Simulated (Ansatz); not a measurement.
# NaMg4As3, from a guessed structure to a relaxed one

Starting from a made-up structure for NaMg4As3, the aim is the relaxed cell, its shortest contacts and, where a second run follows, its electronic structure.

Main program and level: Ansatz 0.2.0; DFT, PBE, plane-wave PAW, files of the set soft_1, scalar-relativistic, no spin, cell and ions relaxed at zero pressure; PAW set soft_1, in the first sound run; inputs show where later runs differ.

### 1. Set-up

Symmetry: R-3m, No. 166, trigonal system. The conventional cell has a = 4.463 Å, b = 4.463 Å, c = 34.835 Å, α = 90.00°, β = 90.00°, γ = 120.00°. Nearest to As lie 6 Mg at 2.80 Å. As has 4 Mg at 2.63 to 2.64 Å and 3 Na at 3.30 Å nearest. Mg has 4 As at 2.64 to 2.80 Å nearest. Nearest to Mg lie 4 As at 2.63 to 3.23 Å and 3 Mg at 3.34 Å and 3 Na at 3.65 Å. Na has 6 As at 3.30 Å and 6 Mg at 3.65 Å nearest. Farther neighbours are not listed.

### 2. Relaxation of the guess

The guessed cell has no reason to be at equilibrium. It is relaxed with the atoms, within the space group of the guess.

Contents of input.yaml:

```yaml
crystal:
  lattice:
    - [2.2315, 1.288357126, 11.611666667]
    - [-2.2315, 1.288357126, 11.611666667]
    - [0.0, -2.576714251, 11.611666667]
  atoms:
    - { symbol: As, position: [0.0, 0.0, 0.0] }
    - { symbol: As, position: [0.773999998, 0.773999998, 0.773999998] }
    - { symbol: As, position: [0.226000002, 0.226000002, 0.226000002] }
    - { symbol: Mg, position: [0.698299998, 0.698299998, 0.698299998] }
    - { symbol: Mg, position: [0.301700002, 0.301700002, 0.301700002] }
    - { symbol: Mg, position: [0.907399998, 0.907399998, 0.907399998] }
    - { symbol: Mg, position: [0.092600002, 0.092600002, 0.092600002] }
    - { symbol: Na, position: [0.5, 0.5, 0.5] }
kpoints:
  mp_grid: { grid: [7, 7, 7] }
scf:
  occupations: { method: fermi_dirac, width: 0.05 }
hamiltonian:
  xc: pbe
  pseudopotentials: { kind: paw, azcp: { folder: soft_1 } }
relax:
  f_tol: 0.015
  max_steps: 70
  cell: {}
output:
  forces: true
  stress: true
```

Run with:

```
ansatz run input.yaml --threads 4 --pin off --max-ram 10240MiB --backend cpu --events-out ev --progress --plain --runs-dir out
```

Numbers of over 12 decimals in the logs are rounded to 6 here.

The program printed:

```text
basis.fft_grid_basis auto: the FFT boxes are laid along the combinations [[1, 0, -1], [0, 1, -1], [0, 0, 1]] of the cell's own vectors, 4.463, 4.463 and 11.894 Å long. The dense box has 30×30×80 points. Along the cell's own vectors, as sized, it would have 80×80×80, 7.11 times as many. Of the 12 symmetry operations that the crystal satisfies within crystal.symmetry.tolerance (time reversal apart; of a slab, those tha [...]
Engine: ansatz 0.2.0, aarch64-unknown-linux-gnu
Pseudopotentials: kind: paw
Pseudopotential: As, paw, valence charge 15, recommended cutoff 420 eV (normal), soft_1/As.paw.azcp
Pseudopotential: Mg, paw, valence charge 10, recommended cutoff 420 eV (normal), soft_1/Mg.paw.azcp
Pseudopotential: Na, paw, valence charge 9, recommended cutoff 420 eV (normal), soft_1/Na.paw.azcp
Functional definition: PBE
  parameter kappa = 0.804
  parameter beta = 0.066725
  exchange = pbe_x(kappa = kappa, mu = beta*pi^2/3)
  correlation = pbe_c(beta = beta)
Crystal: 8 atoms, lattice volume = 200.299 Å³
Basis set: ecut = 420 eV, 3915 PW (Γ), FFT grids on a1−a3, a2−a3, a3, exchange–correlation on 60×60×160 points (8 copies of the dense FFT grid, shifted against one another)
Bands: 57, of which v1, the nominal top of the filled ones, is band 47 counted from 1 (46 counted from 0)
Symmetry: 12 space group operations
Space group: R-3m (ITA 166), of the structure as read, at distance tolerance 5.9e-5 Å
k-points: 44 of 343
Non-local potential: As, projectors of the file, l = 0: 2, l = 1: 2, l = 2: 3, l = 3: 1
Non-local potential: Mg, projectors of the file, l = 0: 3, l = 1: 2, l = 2: 1
Non-local potential: Na, projectors of the file, l = 0: 3, l = 1: 2, l = 2: 1
PAW form: soft (Blöchl's): semilocal exchange-correlation on the pseudo side does not see the compensation charge
PAW one-centre angular grid: As, 590 points (default); XC on 64 Gauss nodes
PAW one-centre angular grid: Mg, 110 points (default); XC on 64 Gauss nodes
PAW one-centre angular grid: Na, 110 points (default); XC on 64 Gauss nodes
Initial density: superposition of atomic densities (chi_scale 0.1, normalization cell, long waves kept (reshape's long-wave potential 0.19 eV rms))
Initial wavefunctions: pseudopotential atomic-orbital guess
Functional: x = pbe(κ = 0.804, μ = 0.219515), c = pbe(β = 0.066725)
SCF iter   1: F=—  HF=-23755.717833 eV  |F-HF|=—  |Δ(HF+E_count)|=         —  Δρ=3.80e-2  dr2=3.48e0  ethr=3.10e-3  ⟨swp⟩=7.5  Hψ=11002  notcnv=0  defer=6
preconditioner: auto → Resta (q_TF=auto, 2.405 Å⁻¹)  ε∞=3.7  [insulator: Δε(μ)=0.767 eV  Ē_g=7.812 eV  σ=0.050 eV  W_gap=1.00  n_scr=44 (ndim 8)  ℏωp=12.9 eV  f_vac=0.004  D(μ)=0.00/eV (n_scr^D=0)  ε∞_Penn≈3.7]
SCF iter   2: F=—  HF=-23755.021365 eV  |F-HF|=—  |Δ(HF+E_count)|=   6.96e-1  Δρ=1.90e-2  dr2=7.13e-1  ethr=3.10e-3  ⟨swp⟩=2.8  Hψ=3976  notcnv=0  defer=153
SCF iter   3: F=—  HF=-23754.930741 eV  |F-HF|=—  |Δ(HF+E_count)|=   9.06e-2  Δρ=5.36e-3  dr2=9.04e-2  ethr=7.59e-4  ⟨swp⟩=2.8  Hψ=3466  notcnv=0  defer=153
SCF iter   4: F=—  HF=-23754.935063 eV  |F-HF|=—  |Δ(HF+E_count)|=   4.32e-3  Δρ=1.39e-3  dr2=7.21e-3  ethr=9.62e-5  ⟨swp⟩=3.2  Hψ=4626  notcnv=0  defer=141
SCF iter   5: F=—  HF=-23754.935922 eV  |F-HF|=—  |Δ(HF+E_count)|=   8.59e-4  Δρ=6.07e-4  dr2=9.40e-4  ethr=7.67e-6  ⟨swp⟩=2.1  Hψ=3917  notcnv=0  defer=138
SCF iter   6: F=—  HF=-23754.936434 eV  |F-HF|=—  |Δ(HF+E_count)|=   5.12e-4  Δρ=1.82e-4  dr2=1.11e-4  ethr=1.00e-6  ⟨swp⟩=2.0  Hψ=3688  notcnv=0  defer=138
SCF iter   7: F=—  HF=-23754.936528 eV  |F-HF|=—  |Δ(HF+E_count)|=   9.40e-5  Δρ=8.07e-5  dr2=1.84e-5  ethr=1.18e-7  ⟨swp⟩=2.0  Hψ=3689  notcnv=0  defer=138
SCF iter   8: F=—  HF=-23754.936597 eV  |F-HF|=—  |Δ(HF+E_count)|=   6.90e-5  Δρ=2.66e-5  dr2=2.04e-6  ethr=1.96e-8  ⟨swp⟩=2.0  Hψ=4282  notcnv=0  defer=138
SCF iter   9: F=—  HF=-23754.936599 eV  |F-HF|=—  |Δ(HF+E_count)|=   1.12e-6  Δρ=1.15e-5  dr2=5.37e-7  ethr=2.18e-9  ⟨swp⟩=2.0  Hψ=4260  notcnv=0  defer=138
SCF iter  10: F=-23754.936599 eV  HF=-23754.936599 eV  |F-HF|=1.47e-8  |Δ(HF+E_count)|=   2.62e-7  Δρ=4.28e-6  dr2=3.67e-8  ethr=1.06e-10  ⟨swp⟩=4.0  Hψ=10508  notcnv=0
SCF 1 converged in 10 iterations: F = -23754.936599 eV  dr2 = 3.67e-8
  greatest PAW one-centre occupation: 1.000 electrons in one spin orbital (limit 2), on the Mg atom at site 6 (counted from 0), in its partial waves of l = 0
relax step   1: F+E_penalty+E_count = -23754.93659879 eV  Δ(F+E_penalty+E_count) = +0.000e0 eV  max|allowed force component| = 2.866e-1 eV/Å  Δτ_max = 0.0000 Å  P = -1.625 GPa  Ω = 200.299 Å³  (10 SCF iters, dr2 threshold 1.00e-7 eV, accepted)
Crystal: 8 atoms, lattice volume = 191.405 Å³
Basis set: ecut = 420 eV, 3789 PW (Γ), FFT grids on a1−a3, a2−a3, a3, exchange–correlation on 60×60×160 points (8 copies of the dense FFT grid, shifted against one another)
Initial density: handed on by an earlier stage of this run
Initial wavefunctions: those handed on with the density
iter 1 solved again at ethr=3.55e-5 eV; its pass at ethr=3.10e-3 eV (dr2=3.33e-2 eV) is discarded
SCF iter   1: F=—  HF=-23754.978231 eV  |F-HF|=—  |Δ(HF+E_count)|=         —  Δρ=4.83e-3  dr2=3.41e-2  ethr=3.55e-5  ⟨swp⟩=2.3  Hψ=13031  notcnv=0
preconditioner: auto → Resta (q_TF=auto, 2.423 Å⁻¹)  ε∞=3.7  [insulator: Δε(μ)=0.862 eV  Ē_g=7.988 eV  σ=0.050 eV  W_gap=1.00  n_scr=44 (ndim 8)  ℏωp=13.1 eV  f_vac=0.038  D(μ)=0.00/eV (n_scr^D=0)  ε∞_Penn≈3.7]
SCF iter   2: F=—  HF=-23754.972942 eV  |F-HF|=—  |Δ(HF+E_count)|=   5.29e-3  Δρ=2.52e-3  dr2=7.52e-3  ethr=3.55e-5  ⟨swp⟩=2.0  Hψ=3331  notcnv=0
SCF iter   3: F=—  HF=-23754.973305 eV  |F-HF|=—  |Δ(HF+E_count)|=   3.63e-4  Δρ=6.05e-4  dr2=6.63e-4  ethr=8.00e-6  ⟨swp⟩=2.0  Hψ=4736  notcnv=0
SCF iter   4: F=—  HF=-23754.973609 eV  |F-HF|=—  |Δ(HF+E_count)|=   3.04e-4  Δρ=2.44e-4  dr2=1.46e-4  ethr=7.05e-7  ⟨swp⟩=2.0  Hψ=3608  notcnv=0
SCF iter   5: F=—  HF=-23754.973654 eV  |F-HF|=—  |Δ(HF+E_count)|=   4.58e-5  Δρ=6.40e-5  dr2=1.56e-5  ethr=1.55e-7  ⟨swp⟩=2.0  Hψ=3828  notcnv=0
SCF iter   6: F=—  HF=-23754.973646 eV  |F-HF|=—  |Δ(HF+E_count)|=   7.90e-6  Δρ=3.82e-5  dr2=3.26e-6  ethr=1.66e-8  ⟨swp⟩=2.0  Hψ=3828  notcnv=0
SCF iter   7: F=-23754.973649 eV  HF=-23754.973649 eV  |F-HF|=1.87e-7  |Δ(HF+E_count)|=   2.66e-6  Δρ=1.15e-5  dr2=3.16e-7  ethr=8.51e-10  ⟨swp⟩=4.1  Hψ=8731  notcnv=0
SCF 2 converged in 7 iterations: F = -23754.973649 eV  dr2 = 3.16e-7
relax step   2: F+E_penalty+E_count = -23754.97364926 eV  Δ(F+E_penalty+E_count) = -3.705e-2 eV  max|allowed force component| = 3.655e-1 eV/Å  Δτ_max = 0.0975 Å  P = +0.054 GPa  Ω = 191.405 Å³  energy of the carried Pulay correction = +6.743e-4 eV  (7 SCF iters, dr2 threshold 8.00e-7 eV, accepted)
Crystal: 8 atoms, lattice volume = 190.530 Å³
Basis set: ecut = 420 eV, 3751 PW (Γ), FFT grids on a1−a3, a2−a3, a3, exchange–correlation on 60×60×160 points (8 copies of the dense FFT grid, shifted against one another)
iter 1 solved again at ethr=1.87e-5 eV; its pass at ethr=3.10e-3 eV (dr2=1.76e-2 eV) is discarded
SCF iter   1: F=—  HF=-23755.000616 eV  |F-HF|=—  |Δ(HF+E_count)|=         —  Δρ=2.21e-3  dr2=1.61e-2  ethr=1.87e-5  ⟨swp⟩=2.3  Hψ=12809  notcnv=0
preconditioner: auto → Resta (q_TF=auto, 2.425 Å⁻¹)  ε∞=3.7  [insulator: Δε(μ)=0.811 eV  Ē_g=8.004 eV  σ=0.050 eV  W_gap=1.00  n_scr=44 (ndim 8)  ℏωp=13.2 eV  f_vac=0.042  D(μ)=0.00/eV (n_scr^D=0)  ε∞_Penn≈3.7]
SCF iter   2: F=—  HF=-23754.998902 eV  |F-HF|=—  |Δ(HF+E_count)|=   1.71e-3  Δρ=1.22e-3  dr2=1.97e-3  ethr=1.71e-5  ⟨swp⟩=2.0  Hψ=2869  notcnv=0
SCF iter   3: F=—  HF=-23754.999054 eV  |F-HF|=—  |Δ(HF+E_count)|=   1.52e-4  Δρ=4.85e-4  dr2=4.77e-4  ethr=2.09e-6  ⟨swp⟩=2.0  Hψ=2812  notcnv=0
SCF iter   4: F=—  HF=-23754.999140 eV  |F-HF|=—  |Δ(HF+E_count)|=   8.61e-5  Δρ=9.06e-5  dr2=2.92e-5  ethr=5.07e-7  ⟨swp⟩=2.0  Hψ=3873  notcnv=0
SCF iter   5: F=—  HF=-23754.999127 eV  |F-HF|=—  |Δ(HF+E_count)|=   1.31e-5  Δρ=4.86e-5  dr2=5.58e-6  ethr=3.11e-8  ⟨swp⟩=2.0  Hψ=3828  notcnv=0
SCF iter   6: F=-23754.999128 eV  HF=-23754.999127 eV  |F-HF|=2.39e-7  |Δ(HF+E_count)|=   7.89e-7  Δρ=1.12e-5  dr2=3.04e-7  ethr=8.51e-10  ⟨swp⟩=3.0  Hψ=11145  notcnv=0
SCF 3 converged in 6 iterations: F = -23754.999128 eV  dr2 = 3.04e-7
relax step   3: F+E_penalty+E_count = -23754.99912774 eV  Δ(F+E_penalty+E_count) = -2.548e-2 eV  max|allowed force component| = 7.002e-2 eV/Å  Δτ_max = 0.0563 Å  P = +0.087 GPa  Ω = 190.530 Å³  energy of the carried Pulay correction = +7.423e-4 eV  (6 SCF iters, dr2 threshold 8.00e-7 eV, accepted)
Crystal: 8 atoms, lattice volume = 190.131 Å³
Basis set: ecut = 420 eV, 3745 PW (Γ), FFT grids on a1−a3, a2−a3, a3, exchange–correlation on 60×60×160 points (8 copies of the dense FFT grid, shifted against one another)
iter 1 solved again at ethr=1.57e-5 eV; its pass at ethr=3.10e-3 eV (dr2=1.47e-2 eV) is discarded
SCF iter   1: F=—  HF=-23755.007909 eV  |F-HF|=—  |Δ(HF+E_count)|=         —  Δρ=2.95e-3  dr2=1.42e-2  ethr=1.57e-5  ⟨swp⟩=2.1  Hψ=11250  notcnv=0
preconditioner: auto → Resta (q_TF=auto, 2.426 Å⁻¹)  ε∞=3.7  [insulator: Δε(μ)=0.795 eV  Ē_g=7.999 eV  σ=0.050 eV  W_gap=1.00  n_scr=44 (ndim 8)  ℏωp=13.2 eV  f_vac=0.031  D(μ)=0.00/eV (n_scr^D=0)  ε∞_Penn≈3.7]
SCF iter   2: F=—  HF=-23755.006086 eV  |F-HF|=—  |Δ(HF+E_count)|=   1.82e-3  Δρ=1.49e-3  dr2=2.49e-3  ethr=1.51e-5  ⟨swp⟩=1.8  Hψ=2624  notcnv=0
SCF iter   3: F=—  HF=-23755.005986 eV  |F-HF|=—  |Δ(HF+E_count)|=   9.97e-5  Δρ=3.45e-4  dr2=2.59e-4  ethr=2.65e-6  ⟨swp⟩=2.0  Hψ=4197  notcnv=0
SCF iter   4: F=—  HF=-23755.006068 eV  |F-HF|=—  |Δ(HF+E_count)|=   8.24e-5  Δρ=1.02e-4  dr2=2.54e-5  ethr=2.75e-7  ⟨swp⟩=2.0  Hψ=3627  notcnv=0
SCF iter   5: F=—  HF=-23755.006074 eV  |F-HF|=—  |Δ(HF+E_count)|=   5.65e-6  Δρ=2.95e-5  dr2=2.97e-6  ethr=2.70e-8  ⟨swp⟩=2.0  Hψ=4070  notcnv=0
SCF iter   6: F=—  HF=-23755.006071 eV  |F-HF|=—  |Δ(HF+E_count)|=   2.52e-6  Δρ=1.36e-5  dr2=4.69e-7  ethr=3.16e-9  ⟨swp⟩=2.0  Hψ=4055  notcnv=0
SCF iter   7: F=-23755.006072 eV  HF=-23755.006072 eV  |F-HF|=3.38e-9  |Δ(HF+E_count)|=   3.30e-7  Δρ=3.21e-6  dr2=2.09e-8  ethr=3.26e-10  ⟨swp⟩=4.7  Hψ=9081  notcnv=0
SCF 4 converged in 7 iterations: F = -23755.006072 eV  dr2 = 2.09e-8
relax step   4: F+E_penalty+E_count = -23755.00607180 eV  Δ(F+E_penalty+E_count) = -6.944e-3 eV  max|allowed force component| = 2.603e-2 eV/Å  Δτ_max = 0.0513 Å  P = -0.097 GPa  Ω = 190.131 Å³  energy of the carried Pulay correction = +7.735e-4 eV  (7 SCF iters, dr2 threshold 3.06e-7 eV, accepted)
Crystal: 8 atoms, lattice volume = 189.508 Å³
Basis set: ecut = 420 eV, 3739 PW (Γ), FFT grids on a1−a3, a2−a3, a3, exchange–correlation on 60×60×160 points (8 copies of the dense FFT grid, shifted against one another)
iter 1 solved again at ethr=7.54e-7 eV; its pass at ethr=3.10e-3 eV (dr2=7.09e-4 eV) is discarded
SCF iter   1: F=—  HF=-23755.006559 eV  |F-HF|=—  |Δ(HF+E_count)|=         —  Δρ=5.83e-4  dr2=6.96e-4  ethr=7.54e-7  ⟨swp⟩=2.0  Hψ=10908  notcnv=0
preconditioner: auto → Resta (q_TF=auto, 2.427 Å⁻¹)  ε∞=3.7  [insulator: Δε(μ)=0.807 eV  Ē_g=8.006 eV  σ=0.050 eV  W_gap=1.00  n_scr=44 (ndim 8)  ℏωp=13.2 eV  f_vac=0.030  D(μ)=0.00/eV (n_scr^D=0)  ε∞_Penn≈3.7]
SCF iter   2: F=—  HF=-23755.006463 eV  |F-HF|=—  |Δ(HF+E_count)|=   9.63e-5  Δρ=2.89e-4  dr2=9.35e-5  ethr=7.41e-7  ⟨swp⟩=1.7  Hψ=2590  notcnv=0
SCF iter   3: F=—  HF=-23755.006446 eV  |F-HF|=—  |Δ(HF+E_count)|=   1.72e-5  Δρ=7.65e-5  dr2=1.06e-5  ethr=9.95e-8  ⟨swp⟩=2.0  Hψ=3811  notcnv=0
SCF iter   4: F=—  HF=-23755.006508 eV  |F-HF|=—  |Δ(HF+E_count)|=   6.28e-5  Δρ=2.66e-5  dr2=1.13e-6  ethr=1.12e-8  ⟨swp⟩=2.0  Hψ=4015  notcnv=0
SCF iter   5: F=—  HF=-23755.006509 eV  |F-HF|=—  |Δ(HF+E_count)|=   5.41e-7  Δρ=8.31e-6  dr2=2.04e-7  ethr=1.20e-9  ⟨swp⟩=2.0  Hψ=3754  notcnv=0
SCF iter   6: F=-23755.006509 eV  HF=-23755.006509 eV  |F-HF|=1.44e-8  |Δ(HF+E_count)|=   1.07e-8  Δρ=2.80e-6  dr2=2.08e-8  ethr=8.39e-11  ⟨swp⟩=5.0  Hψ=10152  notcnv=0
SCF 5 converged in 6 iterations: F = -23755.006509 eV  dr2 = 2.08e-8
relax step   5: F+E_penalty+E_count = -23755.00650903 eV  Δ(F+E_penalty+E_count) = -4.372e-4 eV  max|allowed force component| = 1.870e-2 eV/Å  Δτ_max = 0.0094 Å  P = -0.008 GPa  Ω = 189.508 Å³  energy of the carried Pulay correction = +8.221e-4 eV  (6 SCF iters, dr2 threshold 7.89e-8 eV, accepted)
Crystal: 8 atoms, lattice volume = 189.591 Å³
iter 1 solved again at ethr=1.31e-7 eV; its pass at ethr=3.10e-3 eV (dr2=1.23e-4 eV) is discarded
SCF iter   1: F=—  HF=-23755.006535 eV  |F-HF|=—  |Δ(HF+E_count)|=         —  Δρ=2.57e-4  dr2=1.31e-4  ethr=1.31e-7  ⟨swp⟩=3.0  Hψ=10517  notcnv=0
preconditioner: auto → Resta (q_TF=auto, 2.427 Å⁻¹)  ε∞=3.7  [insulator: Δε(μ)=0.813 eV  Ē_g=8.007 eV  σ=0.050 eV  W_gap=1.00  n_scr=44 (ndim 8)  ℏωp=13.2 eV  f_vac=0.030  D(μ)=0.00/eV (n_scr^D=0)  ε∞_Penn≈3.7]
SCF iter   2: F=—  HF=-23755.006510 eV  |F-HF|=—  |Δ(HF+E_count)|=   2.45e-5  Δρ=1.23e-4  dr2=1.81e-5  ethr=1.31e-7  ⟨swp⟩=2.0  Hψ=2839  notcnv=0
SCF iter   3: F=—  HF=-23755.006554 eV  |F-HF|=—  |Δ(HF+E_count)|=   4.34e-5  Δρ=4.25e-5  dr2=2.11e-6  ethr=1.93e-8  ⟨swp⟩=2.0  Hψ=3790  notcnv=0
SCF iter   4: F=—  HF=-23755.006554 eV  |F-HF|=—  |Δ(HF+E_count)|=   5.98e-7  Δρ=1.09e-5  dr2=1.92e-7  ethr=2.24e-9  ⟨swp⟩=2.0  Hψ=4092  notcnv=0
SCF iter   5: F=—  HF=-23755.006554 eV  |F-HF|=—  |Δ(HF+E_count)|=   9.89e-9  Δρ=3.37e-6  dr2=2.47e-8  ethr=2.32e-11  ⟨swp⟩=5.0  Hψ=10885  notcnv=0
SCF iter   6: F=-23755.006554 eV  HF=-23755.006554 eV  |F-HF|=2.53e-9  |Δ(HF+E_count)|=   7.09e-9  Δρ=1.15e-6  dr2=3.67e-9  ethr=2.32e-11  ⟨swp⟩=5.0  Hψ=8590  notcnv=0
SCF 6 converged in 6 iterations: F = -23755.006554 eV  dr2 = 3.67e-9
relax step   6: F+E_penalty+E_count = -23755.00655440 eV  Δ(F+E_penalty+E_count) = -4.537e-5 eV  max|allowed force component| = 8.138e-3 eV/Å  Δτ_max = 0.0044 Å  P = +0.007 GPa  Ω = 189.591 Å³  energy of the carried Pulay correction = +8.156e-4 eV  (6 SCF iters, dr2 threshold 2.18e-8 eV, accepted)
Initial wavefunctions: pseudopotential atomic-orbital guess (no wavefunctions were taken with the density)
iter 1 solved again at ethr=2.36e-7 eV; its pass at ethr=3.10e-3 eV (dr2=2.22e-4 eV) is discarded
SCF iter   1: F=—  HF=-23755.005739 eV  |F-HF|=—  |Δ(HF+E_count)|=         —  Δρ=3.07e-5  dr2=3.22e-7  ethr=2.36e-7  ⟨swp⟩=3.0  Hψ=16643  notcnv=0
preconditioner: auto → Resta (q_TF=auto, 2.427 Å⁻¹)  ε∞=3.7  [insulator: Δε(μ)=0.813 eV  Ē_g=8.006 eV  σ=0.050 eV  W_gap=1.00  n_scr=44 (ndim 8)  ℏωp=13.2 eV  f_vac=0.030  D(μ)=0.00/eV (n_scr^D=0)  ε∞_Penn≈3.7]
SCF iter   2: F=—  HF=-23755.005786 eV  |F-HF|=—  |Δ(HF+E_count)|=   4.76e-5  Δρ=1.70e-5  dr2=1.41e-7  ethr=3.43e-10  ⟨swp⟩=3.0  Hψ=5233  notcnv=0
SCF iter   3: F=—  HF=-23755.005787 eV  |F-HF|=—  |Δ(HF+E_count)|=   3.16e-7  Δρ=4.95e-6  dr2=1.26e-8  ethr=1.50e-10  ⟨swp⟩=2.6  Hψ=4304  notcnv=0
SCF iter   4: F=—  HF=-23755.005787 eV  |F-HF|=—  |Δ(HF+E_count)|=   2.36e-8  Δρ=8.51e-7  dr2=7.67e-10  ethr=1.34e-11  ⟨swp⟩=2.0  Hψ=3828  notcnv=0
SCF iter   5: F=—  HF=-23755.005787 eV  |F-HF|=—  |Δ(HF+E_count)|=  2.55e-10  Δρ=1.67e-7  dr2=8.19e-11  ethr=1.00e-12  ⟨swp⟩=2.0  Hψ=4068  notcnv=0
SCF iter   6: F=-23755.005787 eV  HF=-23755.005787 eV  |F-HF|=0.00e0  |Δ(HF+E_count)|=  2.55e-11  Δρ=5.98e-8  dr2=1.80e-11  ethr=1.00e-12  ⟨swp⟩=4.0  Hψ=8820  notcnv=0
SCF 7 converged in 6 iterations: F = -23755.005787 eV  dr2 = 1.80e-11
relax step   7: F+E_penalty+E_count = -23755.00578681 eV  Δ(F+E_penalty+E_count) = +7.676e-4 eV  max|allowed force component| = 8.193e-3 eV/Å  Δτ_max = 0.0000 Å  P = +0.007 GPa  Ω = 189.591 Å³  stress off target by 1.01e-2 GPa  SCF on the basis re-selected at this cell (its energy is not comparable with the rows above)  (6 SCF iters)
basis re-selected at this cell: Δ(F+E_penalty+E_count) = +7.676e-4 eV, ΔP = -0.001 GPa vs the last step (what re-selecting the basis moved, of the pressure what is left beyond the Pulay correction that the steps carried, after the strain that the cell walked since its last selection, with what the two solves' SCF thresholds leave and, on support functions, any second-order correction that the steps lacked; it is no m [...]
SCF converged after 6 iterations
Free energy (F): -23755.005787 eV
Harris-Foulkes:  -23755.005787 eV  (|F-HF|=0.00e0)
Internal energy: -23755.005781 eV  (E = F + TS)
E sigma→0 (E₀):  -23755.005784 eV
Entropy (-TS):   -0.000006 eV (-0.001 meV/atom)
Fermi energy:    5.927815 eV
--- Per-component energies (eV) ---
  E_band       = -2466.254548
  E_kinetic    = 686.866429
  E_local      = -15223.852894  (includes V_loc(G=0)·N_el)
  E_nonlocal   = -120.962925
  E_hartree    = 6605.323072
  E_xc         = -355.223928
  E_vxc        = -406.951734  (∫ρ·V_xc dr)
  E_paw        = -7538.837938  (= ΣΔE_a)
  E_vpaw       = -611.998905  (= ΣTr[D̂ρ^β])
  E_aug_tail   = -0.000665  (compensation charges beyond the density's cutoff)
  E_ewald      = -7808.316933
  E_smearing   = -0.000006  (= −TS)
  E_closure    = -0.000000  (closes the sum)
  Σ components = -23755.005787   (vs F -23755.005787, Δ=0.00e0)
--- Forces (eV/Å), atoms counted from 1 ---
  atom   1  As     0.00000000    -0.00000000    -0.00000000
  atom   2  As     0.00000000     0.00000000     0.00819290
  atom   3  As     0.00000000    -0.00000000    -0.00819290
  atom   4  Mg     0.00000000    -0.00000000    -0.00359197
  atom   5  Mg     0.00000000     0.00000000     0.00359197
  atom   6  Mg     0.00000000     0.00000000     0.00493471
  atom   7  Mg     0.00000000    -0.00000000    -0.00493471
  atom   8  Na     0.00000000    -0.00000000     0.00000000
  max |Σ_I F_I| component: 1.73e-18 eV/Å
--- Stress (GPa, compression-positive) ---
        0.010070       0.000000       0.000000
        0.000000       0.010070      -0.000000
        0.000000      -0.000000      -0.000210
  P = ⅓ Tr σ = 0.0066 GPa (0.066 kbar)
--- Relaxed structure (6 steps of the walk, 6 accepted, 1 SCFs on fresh bases) ---
  F+E_penalty+E_count = -23755.00578681 eV   max|allowed force component| = 8.193e-3 eV/Å   (the final SCF, on the basis selected at the relaxed cell)
  cell:  # Å, volume = 189.5913 Å³
    - [2.207706, 1.274620, 11.229103]
    - [-2.207706, 1.274620, 11.229103]
    - [0, -2.549240, 11.229103]
  atoms:
    - { symbol: As, position: [0, 0, 0] }
    - { symbol: As, position: [0.776642, 0.776642, 0.776642] }
    - { symbol: As, position: [0.223358, 0.223358, 0.223358] }
    - { symbol: Mg, position: [0.699974, 0.699974, 0.699974] }
    - { symbol: Mg, position: [0.300026, 0.300026, 0.300026] }
    - { symbol: Mg, position: [0.905878, 0.905878, 0.905878] }
    - { symbol: Mg, position: [0.094122, 0.094122, 0.094122] }
    - { symbol: Na, position: [0.5, 0.5, 0.5] }
```

Run time: 43 s. Hardware: 4 threads of Arm Neoverse V1, shared host; peak memory 0.79 GiB.

[end of part 1 of 2]

[Logs are printed without paths, hosts, clocks, repeated set-up lines and the standing remarks that a program may print on its own settings, such as how far it seeks lower states.]

[Hosts, paths, dates, database ids (printed as entryN), source tags and the programs' standing remarks are cut or masked in the printed files.]
